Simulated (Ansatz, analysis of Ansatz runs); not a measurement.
# Moving an added hole between Cl sites in CsNiCl3 (P6_3/mmc), part 2 of 2

Question: does an added hole stay on the Cl atom where it is started in CsNiCl3 (P6_3/mmc), and if so, how high is the barrier for a hop to another Cl site nearby? Model: a cell of 60 host atoms.

Ansatz 0.2.0; plane-wave PAW DFT, PBEsol+U; relaxation of all atoms of a supercell at fixed charge in a uniform background; PAW set soft_1.

So far. Step 4 (The hole on the second site): The largest changes of the moments are 0.82 μB on Cl27, 0.03 μB on Ni12 and 0.02 μB on Cl16. The largest part sits on the chosen site. Step 5 (Points on the line between the two structures): Under PBEsol+U (5 eV) at the zone centre alone, the highest filled state is spin down, spread over 11 of 60 atoms, and the lowest empty one, 0.93 eV above it, is spin down, spread over 1 of 60 atoms.

### 5. Points on the line between the two structures (continued)

Spin density in the ac plane at fractional y = 0.486, through the centre, with atoms of Cl within 0.45 Å of it.

Ten even steps from '0' (-0.02 e/Å³) to '9' (0.51 e/Å³), each cell a mean:
```
00000000000000000000000000000000000
00000000000000000000000000000000000
00000000000000000000000000000000000
00000000000000000000000000000000000
00000000000000000000000000000000000
00000000000000000000000000000000000
00000000000000000000000000000000000
00000000000000000000000000000000000
00000000000000000000000000000000000
00000000000000000000000000000000000
00000000000000000000000000000000000
00000000000000000000000000000000000
00000000000000000000000000000000000
00000000000000000001232012100000000
00000000000000000001497155200000000
00000000000000000001375144100000000
00000000000000000000111001000000000
00000000000000000000000000000000000
00000000000000000000000000000000000
00000000000000000000000000000000000
00000000000000000000000000000000000
00000000000000000000000000000000000
00000000000000000000000000000000000
00000000000000000000000000000000000
```
Columns run along a (12.3 Å), rows up along c (11.8 Å). Atoms in or near the plane, at fractional coordinates: Cl at (0.18, 0.37), Cl at (0.34, 0.12), Cl at (0.84, 0.12), Cl at (0.67, 0.38), Cl at (0.18, 0.87), Cl at (0.33, 0.63), Cl at (0.82, 0.62), Cl at (0.66, 0.88).

Valence density in the ac plane at fractional y = 0.486, through the centre, with atoms of Cl within 0.45 Å of it. It is the smooth field of the valence electrons, not physical close to the nuclei.

Ten even steps from '0' (0.0 e/Å³) to '9' (1.7 e/Å³), each cell a mean:
```
00001111000000000000011221000000000
00014775200000000000137874100000000
00138999410000000000279587200000000
00037998410000000000269896200000000
00012443100000000000024542100000000
00000000000000000000000110000000000
00000000001210000000000000012110000
00000000136763100000000000268751000
00000000269896200000000001596793100
00000000159995200000000001498883100
00000000024542000000000000246531000
00000000000000000000000000001100000
00001111000000000000001210000000000
00014775200000000000137862000000000
00038999510000000000268884100000000
00027998410000000000159984100000000
00012443100000000000024531000000000
00000000000000000000000000000000000
00000000001110000000000000011210000
00000000136763100000000000147762100
00000000269897200000000000379895100
00000000159996200000000000279995100
00000000024542000000000000124541000
00000000000100000000000000001100000
```
Columns run along a (12.3 Å), rows up along c (11.8 Å). Atoms in or near the plane, at fractional coordinates: Cl at (0.18, 0.37), Cl at (0.34, 0.12), Cl at (0.84, 0.12), Cl at (0.67, 0.38), Cl at (0.18, 0.87), Cl at (0.33, 0.63), Cl at (0.82, 0.62), Cl at (0.66, 0.88).

Electrostatic potential energy in the ac plane at fractional y = 0.486, through the centre, with atoms of Cl within 0.45 Å of it. With pseudopotentials it is smooth inside the atoms' cores, unlike the true potential.

Ten even steps from '0' (-34 eV) to '9' (10 eV), each cell a mean:
```
99999999999999999999999899999999999
99996335899999999999973237999999999
99982001699999999999830003899999999
99983002799999999999950004999999999
99998668999999999999986568999999999
99999999999999999999999999999999999
99999999999999999999999999998999999
99999999984347999999999999852369999
99999999940004899999999999500017999
99999999951015999999999999610028999
99999999997678999999999999865579999
99999999999999999999999999999999999
99999999999999999999998889999999999
99996335899999999999862247899999999
99982001699999999998710004899999999
99983002799999999998730015899999999
99998667999999999999876568999999999
99999999999999999999999999999999999
99999999999999999999999999999999999
99999999985347999999999999974358999
99999999940004899999999999830005999
99999999951005999999999999840016999
99999999997679999999999999986579999
99999999999999999999999999999999999
```
Columns run along a (12.3 Å; values clipped at the 3rd and 97th percentile), rows up along c (11.8 Å). Atoms in or near the plane, at fractional coordinates: Cl at (0.18, 0.37), Cl at (0.34, 0.12), Cl at (0.84, 0.12), Cl at (0.67, 0.38), Cl at (0.18, 0.87), Cl at (0.33, 0.63), Cl at (0.82, 0.62), Cl at (0.66, 0.88).

Free energies from the first end:

```
started from  fraction  energy (eV)  moment change on Cl30 (μB)  on Cl27 (μB)
  first site         0        0.000                        0.83          0.01
  first site     0.125        0.036                        0.81          0.01
  first site      0.25        0.134                        0.80          0.01
  first site     0.375        0.283                        0.78          0.01
  first site       0.5        0.474                        0.76          0.02
  first site     0.625        0.699                        0.70          0.07
 second site     0.875        0.036                        0.01          0.81
 second site      0.75        0.133                        0.01          0.80
 second site     0.625        0.279                        0.02          0.78
 second site       0.5        0.465                        0.03          0.74
 second site     0.375        0.675                        0.11          0.65
      shared       0.5        0.465                        0.03          0.74
 second site         1        0.000                        0.01          0.82
```

### 6. What came out

| Item | Value |
| --- | --- |
| barrier forward | 0.46 eV |
| barrier backward | 0.46 eV |
| distance of the two sites without the carrier | 3.50 Å |
| carrier at the midpoint | on one site |

What this shows: On this line the hole must cross 0.46 eV to hop 3.50 Å; both ends have the same energy within 0.005 eV. At the midpoint the lowest state found keeps the carrier on one site, so the two localised curves cross in a cusp. This suggests weak coupling and a hop slower than the barrier alone implies, though U itself penalises the shared state. The start with the carrier shared fell onto one site. With an assumed attempt frequency of 1e13 per second the rate at 300 K would be 2e+05 per second for this barrier, if every crossing succeeded. A straight line need not be the lowest path, so the true barrier at this U can be lower, or higher if the ends can still break their symmetry; the top can also fall between the computed points, which would raise it. A shorter hop, 3.29 Å to Cl24, was not computed. No run compares the localised hole with one spread in the band, so its binding is unknown and the barrier may exceed it. Holes in halides commonly bind two halogen atoms into a pair. A U on single atoms favours the one-atom state followed here, and no pair was tried, so these numbers may not belong to the actual polaron. The magnetic order was assumed and need not be the ground state. The total moment is locked, so a carrier of the other spin direction was not tried. The program's search for lower electronic states was switched off in all runs, so that each state is followed; none is shown to be the lowest at its structure. No image-charge correction is applied; it nearly cancels along the line while the charge stays localised. What this leaves open: sampling at the zone centre alone can move energies of charged and open-shell states by tenths of an eV or more in cells of this size; gap and trapping depend on the U chosen (Ni d 5.0 eV, Cl p 5.0 eV); spin–orbit coupling, which can matter with heavy atoms, is left out.

[Logs are printed without paths, hosts, clocks, repeated set-up lines and the standing remarks that a program may print on its own settings, such as how far it seeks lower states.]

[Hosts, paths, dates, database ids (printed as entryN), source tags and the programs' standing remarks are cut or masked in the printed files.]
